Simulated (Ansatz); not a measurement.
# Grüneisen parameters and expansion of ReS (hypothetical, F-43m), part 2 of 3

Aim: how the vibrations of ReS (hypothetical) shift with volume, and the expansion that follows. The crystal structure is hypothetical: it was made by swapping elements on a known structure type.

Ansatz 0.2.0; DFT PBEsol, scalar-relativistic, plane waves, PAW.

So far. Step 2 (A first coarse run): The start is under -30 GPa at this level and looks like a metal on this mesh. Step 5 (Relaxing to small residual forces and stress): The residual pressure is 0.0056 GPa, small enough for phonons.

## 6. Phonons, V/V0 1

The same q-mesh and k-mesh are kept at every volume, so that much of their error can cancel in the differences.

Contents of input.yaml:

```yaml
crystal:
  lattice:
    - [0.0, 2.5918834258, 2.5918834258]
    - [2.5918834258, 0.0, 2.5918834258]
    - [2.5918834258, 2.5918834258, 0.0]
  atoms:
    - { symbol: Re, position: [0.0, 0.0, 0.0] }
    - { symbol: S, position: [0.25, 0.25, 0.25] }
kpoints:
  mp_grid: { grid: [16, 16, 16] }
hamiltonian:
  xc: pbesol
scf:
  occupations: { method: methfessel_paxton, width: 0.15 }
output:
  eigenvalues: true
phonons:
  method: dfpt
  qmesh: [4, 4, 4]
  temperatures: { t_max: 1000, t_step: 50 }
  qpath:
    path:
      - [[0.0, 0.0, 0.0], [-0.5, -0.5, 0.0], [-0.375, -0.375, 0.25]]
      - [[-0.375, 0.0, 0.375], [0.0, 0.0, 0.0], [0.0, 0.0, 0.5], [-0.5, -0.25, 0.25], [-0.5, -0.5, 0.0]]
    npoints: 10
```

Launch:

```console
$ ansatz run input.yaml --threads 4 --pin off --max-ram 8192MiB --backend cpu --events-out ev --progress --plain --runs-dir out
```

Numbers of over 12 decimals in the logs are rounded to 6 here.

Output:

```text
[...]
Crystal: 2 atoms, lattice volume = 34.824 Å³
Basis set: ecut = 420 eV, 701 PW (Γ), exchange–correlation on 50×50×50 points (8 copies of the dense FFT grid, shifted against one another)
Bands: 15, of which v1, the nominal top of the filled ones, is band 11 counted from 1 (10 counted from 0)
Symmetry: 24 space group operations
k-points: 145 of 4096 (time reversal used)
[...]
SCF iter   1: F=—  HF=-11621.559726 eV  |F-HF|=—  |Δ(HF+E_count)|=         —  Δρ=6.39e-3  dr2=6.36e-3  ethr=1.77e-3  ⟨swp⟩=5.0  Hψ=12123  notcnv=0
[...]
SCF iter   9: F=-11621.560308 eV  HF=-11621.560308 eV  |F-HF|=1.09e-11  |Δ(HF+E_count)|=  5.46e-12  S|Δr|=    0.00e0  Δρ=1.31e-7  dr2=4.91e-12  ethr=1.00e-12  ⟨swp⟩=5.0  Hψ=10445  notcnv=0
SCF 1 converged in 9 iterations: F = -11621.560308 eV  dr2 = 4.91e-12
[...]
phonons: the bands overlap, so this run is a metal and interpolates without the dipole-dipole term. If the crystal is really an insulator or semiconductor, its LO-TO splitting is missing
NSCF: frozen V_eff on 145 k-points
[...]
DFPT response loops at q = (0, 0, 0) (fractional): preconditioner auto → Kerker (q_TF=auto, 2.508 Å⁻¹) (partly filled bands, converged f_vac=0.000); β = 1.00, the filter's whole step (`scf.mixing.beta` (0.50) is not read by the response loops under this deck's `scf.mixing.preconditioner`; to damp them name `kerker` or `kerker_dos`, under which they read `scf.mixing.beta`, and type it under 1.00, their step now; both keys bind the ground state too); Broyden in place of MSR1
[...]
SCF converged after 9 iterations
[...]
Free energy (F): -11621.560308 eV
[...]
Internal energy: -11621.557813 eV  (E = F + TS)
E sigma→0 (E₀):  -11621.559684 eV
Entropy (-TS):   -0.002495 eV (-1.247 meV/atom)
Fermi energy:    14.043421 eV
[...]
--- Band table (eV; the first three rows and the last of 145) ---
  k-point 0: bands = [... 7 lower, 7.6982, 12.8581, 12.8581, 15.3153, 18.9693, 18.9693, 18.9693, 22.3624]
  k-point 1: bands = [... 7 lower, 7.7226, 12.8334, 12.8334, 15.4813, 18.7896, 18.9871, 18.9871, 22.0714]
  k-point 2: bands = [... 7 lower, 7.7910, 12.7781, 12.7781, 15.9235, 18.2845, 18.9771, 18.9771, 21.4246]
  k-point 144: bands = [... 7 lower, 9.3293, 11.3372, 12.5869, 14.0042, 15.2916, 16.8616, 21.8765, 22.1915]
--- Phonons (Γ-DFPT): 2 representative perturbations + reference (Σ response iterations 6) ---
  ASR residual: 4.018e-5 → 0.000e0 eV/Å²; symmetrization residual: 1.144e-6 eV/Å²
  ASR residual per site (eV/Å²): 4.02e-5 3.25e-5
  Γ frequencies (cm⁻¹): 0.00 0.00 0.00 422.80 422.80 422.80
--- Phonons (arbitrary-q DFPT): 8 irreducible q on the 4×4×4 mesh ---
  q = [0.0000, 0.0000, 0.0000] (star 1, of the zone-centre solve; hermiticity 1.27e-7, symmetrization 3.85e-14): -0.00 -0.00 0.00 422.80 422.80 422.80
  q = [0.0000, 0.0000, 0.2500] (star 8, 2 solved perturbations on 2176 of 4096 k-point pairs; hermiticity 2.83e-7, symmetrization 1.16e-13): -41.74 -41.74 93.23 381.22 412.60 412.60
[...]
q = [0.0000, 0.2500, 0.2500] (star 6, 4 solved perturbations in 3616 linear systems a pass and spin channel, the states on 1160 of 4096 k-point pairs; hermiticity 4.54e-7, symmetrization 4.09e-14): -34.38 -34.38 110.21 385.27 385.27 418.76
[...]
sum rule: each row above includes the acoustic sum rule's correction from the zone centre's row sums; it moved no ω² by more than (0.52 cm⁻¹)²
  mesh force constants: q→R imaginary residual 2.99e-18; ASR residual 4.018e-5 → 0.000e0 eV/Å²; symmetrization residual 6.217e-15 eV/Å²
  interpolated dispersion: 62 rows × 6 modes
  density of states and harmonic sums: on the 24×24×24 q-mesh, interpolated from the force constants of a 4×4×4 supercell (no non-analytic term)
  largest difference from the sums on the solved wave vectors: F 1.04e-2 eV, S 1.44e-5 and C_V 3.99e-6 eV/K
  zero-point energy: 0.082600 eV/cell   skipped modes (ω ≤ 0): 799, of them read as no rigid motion or as one in doubt: 796 (1.967e0 modes/cell left out, lowest -118.88 cm⁻¹)   left out of the sums: 3.28e-1 of the cell's modes: C_V's classical limit lies that fraction below 3 k_B per atom; for a crystal, a wire or a layer, F and S can be off by more, and a phonons.interpolated_qmesh denser along its periods is the remedy for the sampling
```

Wall time 7.6 min (4 threads of Arm Neoverse V1, shared host); peak memory 4.5 GiB.

This step gave:

| Item | Value |
| --- | --- |
| Γ frequencies | 0, 0, 0, 422.8, 422.8, 422.8 cm⁻¹ (negative: imaginary) |
| lowest frequency on the path | -118.9 cm⁻¹ |
| point group | -43m |
| highest frequency | 422.8 cm⁻¹ |

No LO-TO term. The phonon branches at the labelled points (cm⁻¹):

```tsv
point	branch 1	branch 2	branch 3	branch 4	branch 5	branch 6
Γ	0	0	0	423	423	423
halfway	-34	-34	110	385	385	419
X	32	32	141	397	397	407
halfway	-63	-21	148	393	396	406
U	-104	-52	152	385	393	409
jump to K	-104	-52	152	385	393	409
halfway	-65	-38	116	383	401	412
Γ	0	0	0	423	423	423
halfway	-42	-42	93	381	413	413
L	-29	-29	122	419	419	423
halfway	-93	-53	144	394	399	414
W	-119	-81	158	374	400	407
halfway	-80	-60	152	385	401	403
X	32	32	141	397	397	407
```

The phonon branches as a text plot (rows in cm⁻¹):

```
    412 |********************************************************
    389 |    ***********************      *****      ************
    366 |                                                ***
    344 |
    321 |
    299 |
    276 |
    254 |
    231 |
    208 |
    186 |
    163 |                                               ******
    141 |        **************                     ****      ***
    118 |      **              **             ******
     96 |    **                  *          **
     73 |   *                     **       *
     50 |  *                        *    **
     28 | *      ******              *  *                       *
      5 |*            *               **
    -17 | *     *      *             *  **                     *
    -40 |  *****        **  *********     ************        *
    -62 |              *  **    **                  * ***    **
    -85 |               *    ***                     **  *****
   -108 |                ****                          ******
         Γ           X  U|K            Γ         L        W     X
```

The phonon density of states has structure finer than the step of the table below, so its rows give means over 20 cm⁻¹, whole bins alone (the curve runs from -118 to 422 cm⁻¹). Peaks (cm⁻¹: height): -37.5: 0.0655, 147.5: 0.0301, 397.5: 0.102, 407.5: 0.102.

Tetrahedra on 24 24 24, mean over bins of 5 cm⁻¹. The phonon density of states by wavenumber; means over each step:

```tsv
wavenumber (cm⁻¹)	phonon density of states (1/cm⁻¹/cell)
-100	0.0117
-80	0.0137
-60	0.0248
-40	0.0410
-20	0.00423
0	0.00105
20	8.8e-4
40	3.7e-4
60	8.3e-4
80	0.00177
100	0.00390
120	0.0112
140	0.0237
160	0.00822
180	0
200	0
220	0
240	0
260	0
280	0
300	0
320	0
340	0
360	1.2e-5
380	0.0333
400	0.0814
```

The modes has structure finer than the step of the table below, so its rows give means over 20 cm⁻¹, whole bins alone (the curve runs from -128 to 446 cm⁻¹). Peaks (cm⁻¹: height): Re -41.5: 0.0434, 146.1: 0.0272, 395.0: 0.0133; S 409.4: 0.0775.

Phonopy on the run's constants, 19x19x19 mesh, Gaussian sigma 4.1 cm⁻¹. The modes by wavenumber; means over each step; values in 1/cm⁻¹/cell:

```tsv
wavenumber (cm⁻¹)	Re	S
-100	0.00930	0.00222
-80	0.0114	0.00244
-60	0.0206	0.00427
-40	0.0332	0.00655
-20	0.00462	9.2e-4
0	7.0e-4	1.4e-4
20	5.5e-4	1.1e-4
40	4.2e-4	7.6e-5
60	7.1e-4	1.1e-4
80	0.00159	2.1e-4
100	0.00358	3.5e-4
120	0.0107	5.9e-4
140	0.0227	5.3e-4
160	0.00844	6.8e-5
180	4.7e-6	0
200	0	0
220	0	0
240	0	0
260	0	0
280	0	0
300	0	0
320	0	0
340	0	0
360	2.6e-5	9.6e-5
380	0.00571	0.0281
400	0.0102	0.0701
420	0.00320	0.0322
```

No LO-TO term. Modes at Γ, with each element's share of the kinetic energy:

```tsv
mode	frequency (cm⁻¹)	symmetry	Re %	S %
1	0.0	T2	85	15
2	0.0	T2	85	15
3	0.0	T2	85	15
4	422.8	T2	15	85
5	422.8	T2	15	85
6	422.8	T2	15	85
```

Displacements in mode 5 (422.8 cm⁻¹), the largest set to 1:
```
Re1  0.05 -0.17 -0.05
S2  -0.30  1.00  0.30
```

The lowest solved frequency is -119 cm⁻¹, so the cell is unstable here and gives no valid free energy.

## 7. A cell at another volume, V/V0 1.015

Symmetry fixes every atom, so a single point at the scaled cell gives the energy and pressure of this member.

The cell differs from the one that the last finished run ended in (a 3.665 → 3.684 Å, b 3.665 → 3.684 Å, c 3.665 → 3.684 Å).

input.yaml, the sections that differ from step 6:

```yaml
crystal:
  lattice:
    - [0.0, 2.6047785804, 2.6047785804]
    - [2.6047785804, 0.0, 2.6047785804]
    - [2.6047785804, 2.6047785804, 0.0]
  atoms:
    - { symbol: Re, position: [0.0, 0.0, 0.0] }
    - { symbol: S, position: [0.25, 0.25, 0.25] }
output:
  forces: true
  stress: true
  eigenvalues: true
# kpoints, hamiltonian, scf: as in step 6
# phonons: removed
```

Output:

```text
[...]
Crystal: 2 atoms, lattice volume = 35.346 Å³
Basis set: ecut = 420 eV, 701 PW (Γ), exchange–correlation on 50×50×50 points (8 copies of the dense FFT grid, shifted against one another)
Bands: 15, of which v1, the nominal top of the filled ones, is band 11 counted from 1 (10 counted from 0)
Symmetry: 24 space group operations
[...]
k-points: 145 of 4096 (time reversal used)
[...]
SCF iter   1: F=—  HF=-11621.555156 eV  |F-HF|=—  |Δ(HF+E_count)|=         —  Δρ=6.05e-3  dr2=6.07e-3  ethr=1.77e-3  ⟨swp⟩=5.0  Hψ=12090  notcnv=0
[...]
SCF iter   7: F=-11621.555688 eV  HF=-11621.555688 eV  |F-HF|=9.93e-10  |Δ(HF+E_count)|=   5.10e-9  S|Δr|=    0.00e0  Δρ=3.93e-6  dr2=4.09e-9  ethr=4.76e-10  ⟨swp⟩=4.9  Hψ=7289  notcnv=0
SCF 1 converged in 7 iterations: F = -11621.555688 eV  dr2 = 4.09e-9
[...]
SCF converged after 7 iterations
[...]
Free energy (F): -11621.555688 eV
[...]
Internal energy: -11621.553147 eV  (E = F + TS)
E sigma→0 (E₀):  -11621.555053 eV
Entropy (-TS):   -0.002541 eV (-1.270 meV/atom)
Fermi energy:    13.772368 eV
[...]
--- Stress (GPa, compression-positive) ---
       -2.805767       0.000000       0.000000
        0.000000      -2.805767      -0.000000
        0.000000      -0.000000      -2.805767
  P = ⅓ Tr σ = -2.8058 GPa (-28.058 kbar)
--- Band table (eV; the first three rows and the last of 145) ---
  k-point 0: bands = [... 7 lower, 7.5035, 12.6200, 12.6200, 14.9938, 18.6279, 18.6279, 18.6279, 21.9869]
  k-point 1: bands = [... 7 lower, 7.5273, 12.5960, 12.5960, 15.1582, 18.4486, 18.6412, 18.6412, 21.7058]
  k-point 2: bands = [... 7 lower, 7.5940, 12.5423, 12.5423, 15.5969, 17.9432, 18.6208, 18.6208, 21.0831]
  k-point 144: bands = [... 7 lower, 9.0853, 11.1326, 12.3445, 13.7315, 14.9939, 16.5242, 21.5390, 21.7934]
```

Elapsed: 1.9 s, on 4 threads; peak memory 0.38 GiB.

This step gave:

- pressure: -2.806 GPa
- volume per atom: 17.67 Å³

The run ends at a pressure of -2.81 GPa.

## 8. Lattice dynamics at this volume, V/V0 1.015

Phonons at this volume give one point of F(V, T); meshes stay fixed along the series.

input.yaml, the sections that differ from step 7:

```yaml
output:
  eigenvalues: true
phonons:
  method: dfpt
  qmesh: [4, 4, 4]
  temperatures: { t_max: 1000, t_step: 50 }
  qpath:
    path:
      - [[0.0, 0.0, 0.0], [-0.5, -0.5, 0.0], [-0.375, -0.375, 0.25]]
      - [[-0.375, 0.0, 0.375], [0.0, 0.0, 0.0], [0.0, 0.0, 0.5], [-0.5, -0.25, 0.25], [-0.5, -0.5, 0.0]]
    npoints: 10
# crystal, kpoints, hamiltonian, scf: as in step 7
```

Output:

```text
[...]
Crystal: 2 atoms, lattice volume = 35.346 Å³
Basis set: ecut = 420 eV, 701 PW (Γ), exchange–correlation on 50×50×50 points (8 copies of the dense FFT grid, shifted against one another)
Bands: 15, of which v1, the nominal top of the filled ones, is band 11 counted from 1 (10 counted from 0)
Symmetry: 24 space group operations
k-points: 145 of 4096 (time reversal used)
[...]
k-point 144: bands = [... 7 lower, 9.0853, 11.1326, 12.3445, 13.7315, 14.9939, 16.5242, 21.5390, 21.7934]
[...]
ASR residual: 6.791e-5 → 0.000e0 eV/Å²; symmetrization residual: 1.016e-6 eV/Å²
  ASR residual per site (eV/Å²): 6.79e-5 8.96e-6
  Γ frequencies (cm⁻¹): 0.00 0.00 0.00 412.86 412.86 412.86
--- Phonons (arbitrary-q DFPT): 8 irreducible q on the 4×4×4 mesh ---
[...]
interpolated dispersion: 62 rows × 6 modes
[...]
[key lines of the parts left out:]
SCF converged after 9 iterations
Free energy (F): -11621.555688 eV
Fermi energy:    13.772366 eV
```

The job ended after 7.7 min (4 threads; peak memory 4.6 GiB; 30 min of CPU time).

The lowest solved frequency is -113 cm⁻¹, so the cell is unstable here and gives no valid free energy. The highest zone-centre mode (no LO–TO term) moved by -2.4 % for a volume change of +1.5 %.

## 9. A cell at another volume, V/V0 0.985

Symmetry fixes every atom, so a single point at the scaled cell gives the energy and pressure of this member.

The cell differs from the one that the last finished run ended in (a 3.684 → 3.647 Å, b 3.684 → 3.647 Å, c 3.684 → 3.647 Å).

input.yaml, the sections that differ from step 8:

```yaml
crystal:
  lattice:
    - [0.0, 2.5788586661, 2.5788586661]
    - [2.5788586661, 0.0, 2.5788586661]
    - [2.5788586661, 2.5788586661, 0.0]
  atoms:
    - { symbol: Re, position: [0.0, 0.0, 0.0] }
    - { symbol: S, position: [0.25, 0.25, 0.25] }
output:
  forces: true
  stress: true
  eigenvalues: true
# kpoints, hamiltonian, scf: as in step 8
# phonons: removed
```

Output:

```text
[...]
Crystal: 2 atoms, lattice volume = 34.301 Å³
Basis set: ecut = 420 eV, 645 PW (Γ), exchange–correlation on 50×50×50 points (8 copies of the dense FFT grid, shifted against one another)
Bands: 15, of which v1, the nominal top of the filled ones, is band 11 counted from 1 (10 counted from 0)
Symmetry: 24 space group operations
[...]
k-points: 145 of 4096 (time reversal used)
[...]
--- Band table (eV; the first three rows and the last of 145) ---
  k-point 0: bands = [... 7 lower, 7.8987, 13.1027, 13.1027, 15.6454, 19.3180, 19.3180, 19.3180, 22.7527]
  k-point 1: bands = [... 7 lower, 7.9238, 13.0772, 13.0772, 15.8131, 19.1380, 19.3405, 19.3405, 22.4505]
  k-point 2: bands = [... 7 lower, 7.9939, 13.0202, 13.0202, 16.2588, 18.6341, 19.3417, 19.3417, 21.7778]
  k-point 144: bands = [... 7 lower, 9.5812, 11.5477, 12.8363, 14.2848, 15.5976, 17.2091, 22.2225, 22.6000]
[key lines of the parts left out:]
SCF converged after 6 iterations
Free energy (F): -11621.555381 eV
Fermi energy:    14.322355 eV
P = ⅓ Tr σ = 3.0624 GPa (30.624 kbar)
```

The job ended after 1.6 s (4 threads; peak memory 0.38 GiB; 5.5 s of CPU time).

The run ends at a pressure of 3.06 GPa.

## 10. Phonons, V/V0 0.985

Phonons at this volume give one point of F(V, T); meshes stay fixed along the series.

input.yaml, the sections that differ from step 9:

```yaml
output:
  eigenvalues: true
phonons:
  method: dfpt
  qmesh: [4, 4, 4]
  temperatures: { t_max: 1000, t_step: 50 }
  qpath:
    path:
      - [[0.0, 0.0, 0.0], [-0.5, -0.5, 0.0], [-0.375, -0.375, 0.25]]
      - [[-0.375, 0.0, 0.375], [0.0, 0.0, 0.0], [0.0, 0.0, 0.5], [-0.5, -0.25, 0.25], [-0.5, -0.5, 0.0]]
    npoints: 10
# crystal, kpoints, hamiltonian, scf: as in step 9
```

Output:

```text
[...]
Crystal: 2 atoms, lattice volume = 34.301 Å³
Basis set: ecut = 420 eV, 645 PW (Γ), exchange–correlation on 50×50×50 points (8 copies of the dense FFT grid, shifted against one another)
Bands: 15, of which v1, the nominal top of the filled ones, is band 11 counted from 1 (10 counted from 0)
Symmetry: 24 space group operations
k-points: 145 of 4096 (time reversal used)
[...]
k-point 144: bands = [... 7 lower, 9.5812, 11.5477, 12.8363, 14.2849, 15.5976, 17.2092, 22.2225, 22.6001]
[...]
ASR residual: 7.712e-5 → 0.000e0 eV/Å²; symmetrization residual: 1.212e-7 eV/Å²
  ASR residual per site (eV/Å²): 7.71e-5 1.88e-6
  Γ frequencies (cm⁻¹): 0.00 0.00 0.00 432.99 432.99 432.99
--- Phonons (arbitrary-q DFPT): 8 irreducible q on the 4×4×4 mesh ---
[...]
interpolated dispersion: 62 rows × 6 modes
[...]
[key lines of the parts left out:]
SCF converged after 9 iterations
Free energy (F): -11621.555381 eV
Fermi energy:    14.322401 eV
```

Run time: 7.2 min. Hardware: 4 threads; peak memory 4.5 GiB; 28 min of CPU time.

No LO-TO term. Phonon branches along the path, in cm⁻¹:

```tsv
point	branch 1	branch 2	branch 3	branch 4	branch 5	branch 6
Γ	0	0	0	433	433	433
halfway	-41	-41	113	396	396	428
X	15	15	145	409	409	416
halfway	-70	-36	152	404	407	416
U	-110	-59	156	396	404	419
jump to K	-110	-59	156	396	404	419
halfway	-71	-42	118	393	412	422
Γ	0	0	0	433	433	433
halfway	-45	-45	94	392	423	423
L	-35	-35	125	430	430	433
halfway	-98	-59	147	405	410	424
W	-125	-88	163	386	410	418
halfway	-87	-67	157	397	412	413
X	15	15	145	409	409	416
```

The phonon branches as a text plot (rows in cm⁻¹):

```
    422 |********************************************************
    398 |    ***********************      *****       ***********
    375 |                                                ***
    352 |
    329 |
    305 |
    282 |
    259 |
    235 |
    212 |
    189 |
    166 |               ****                            ******
    142 |        *******    ****                    ****      ***
    119 |      **               *             ******
     96 |    **                  *          **
     73 |   *                     **      **
     49 |  *                        *    *
     26 | *          *               *  *
      3 |*        *** *               **                        *
    -20 | *      *    *             **  **                     **
    -44 |  ******      **    ********     ************         *
    -67 |              * ****   **                 ** ***    **
    -90 |               *    ***                     **  *****
   -113 |                ****                          ******
         Γ           X  U|K            Γ         L        W     X
```

The lowest solved frequency is -125 cm⁻¹, so the cell is unstable here and gives no valid free energy. The highest zone-centre mode (no LO–TO term) moved by +2.4 % for a volume change of -1.5 %.

## 11. A cell at another volume, V/V0 1.03

Symmetry fixes every atom, so a single point at the scaled cell gives the energy and pressure of this member.

The cell differs from the one that the last finished run ended in (a 3.647 → 3.702 Å, b 3.647 → 3.702 Å, c 3.647 → 3.702 Å).

input.yaml, the sections that differ from step 10:

```yaml
crystal:
  lattice:
    - [0.0, 2.6175473069, 2.6175473069]
    - [2.6175473069, 0.0, 2.6175473069]
    - [2.6175473069, 2.6175473069, 0.0]
  atoms:
    - { symbol: Re, position: [0.0, 0.0, 0.0] }
    - { symbol: S, position: [0.25, 0.25, 0.25] }
output:
  forces: true
  stress: true
  eigenvalues: true
# kpoints, hamiltonian, scf: as in step 10
# phonons: removed
```

Output:

```text
[...]
Crystal: 2 atoms, lattice volume = 35.869 Å³
Basis set: ecut = 420 eV, 725 PW (Γ), exchange–correlation on 50×50×50 points (8 copies of the dense FFT grid, shifted against one another)
Bands: 15, of which v1, the nominal top of the filled ones, is band 11 counted from 1 (10 counted from 0)
Symmetry: 24 space group operations
[...]
k-points: 145 of 4096 (time reversal used)
[...]
--- Band table (eV; the first three rows and the last of 145) ---
  k-point 0: bands = [... 7 lower, 7.3144, 12.3880, 12.3880, 14.6808, 18.2936, 18.2936, 18.2936, 21.6245]
  k-point 1: bands = [... 7 lower, 7.3376, 12.3647, 12.3647, 14.8436, 18.1148, 18.3027, 18.3027, 21.3530]
  k-point 2: bands = [... 7 lower, 7.4027, 12.3125, 12.3125, 15.2787, 17.6099, 18.2729, 18.2729, 20.7528]
  k-point 144: bands = [... 7 lower, 8.8489, 10.9335, 12.1090, 13.4665, 14.7040, 16.1966, 21.2100, 21.4054]
[key lines of the parts left out:]
SCF converged after 7 iterations
Free energy (F): -11621.542260 eV
Fermi energy:    13.508889 eV
P = ⅓ Tr σ = -5.3896 GPa (-53.896 kbar)
```

The job ended after 1.9 s (4 threads; peak memory 0.38 GiB; 6.8 s of CPU time).

The run ends at a pressure of -5.39 GPa.

[end of part 2 of 3]

[Logs are printed without paths, hosts, clocks, repeated set-up lines and the standing remarks that a program may print on its own settings, such as how far it seeks lower states.]

[Hosts, paths, dates, database ids (printed as entryN), source tags and the programs' standing remarks are cut or masked in the printed files.]

[A step with changed settings may run another functional than the one named; its input shows which.]

[Of the runs on displaced cells, only some may be shown.]
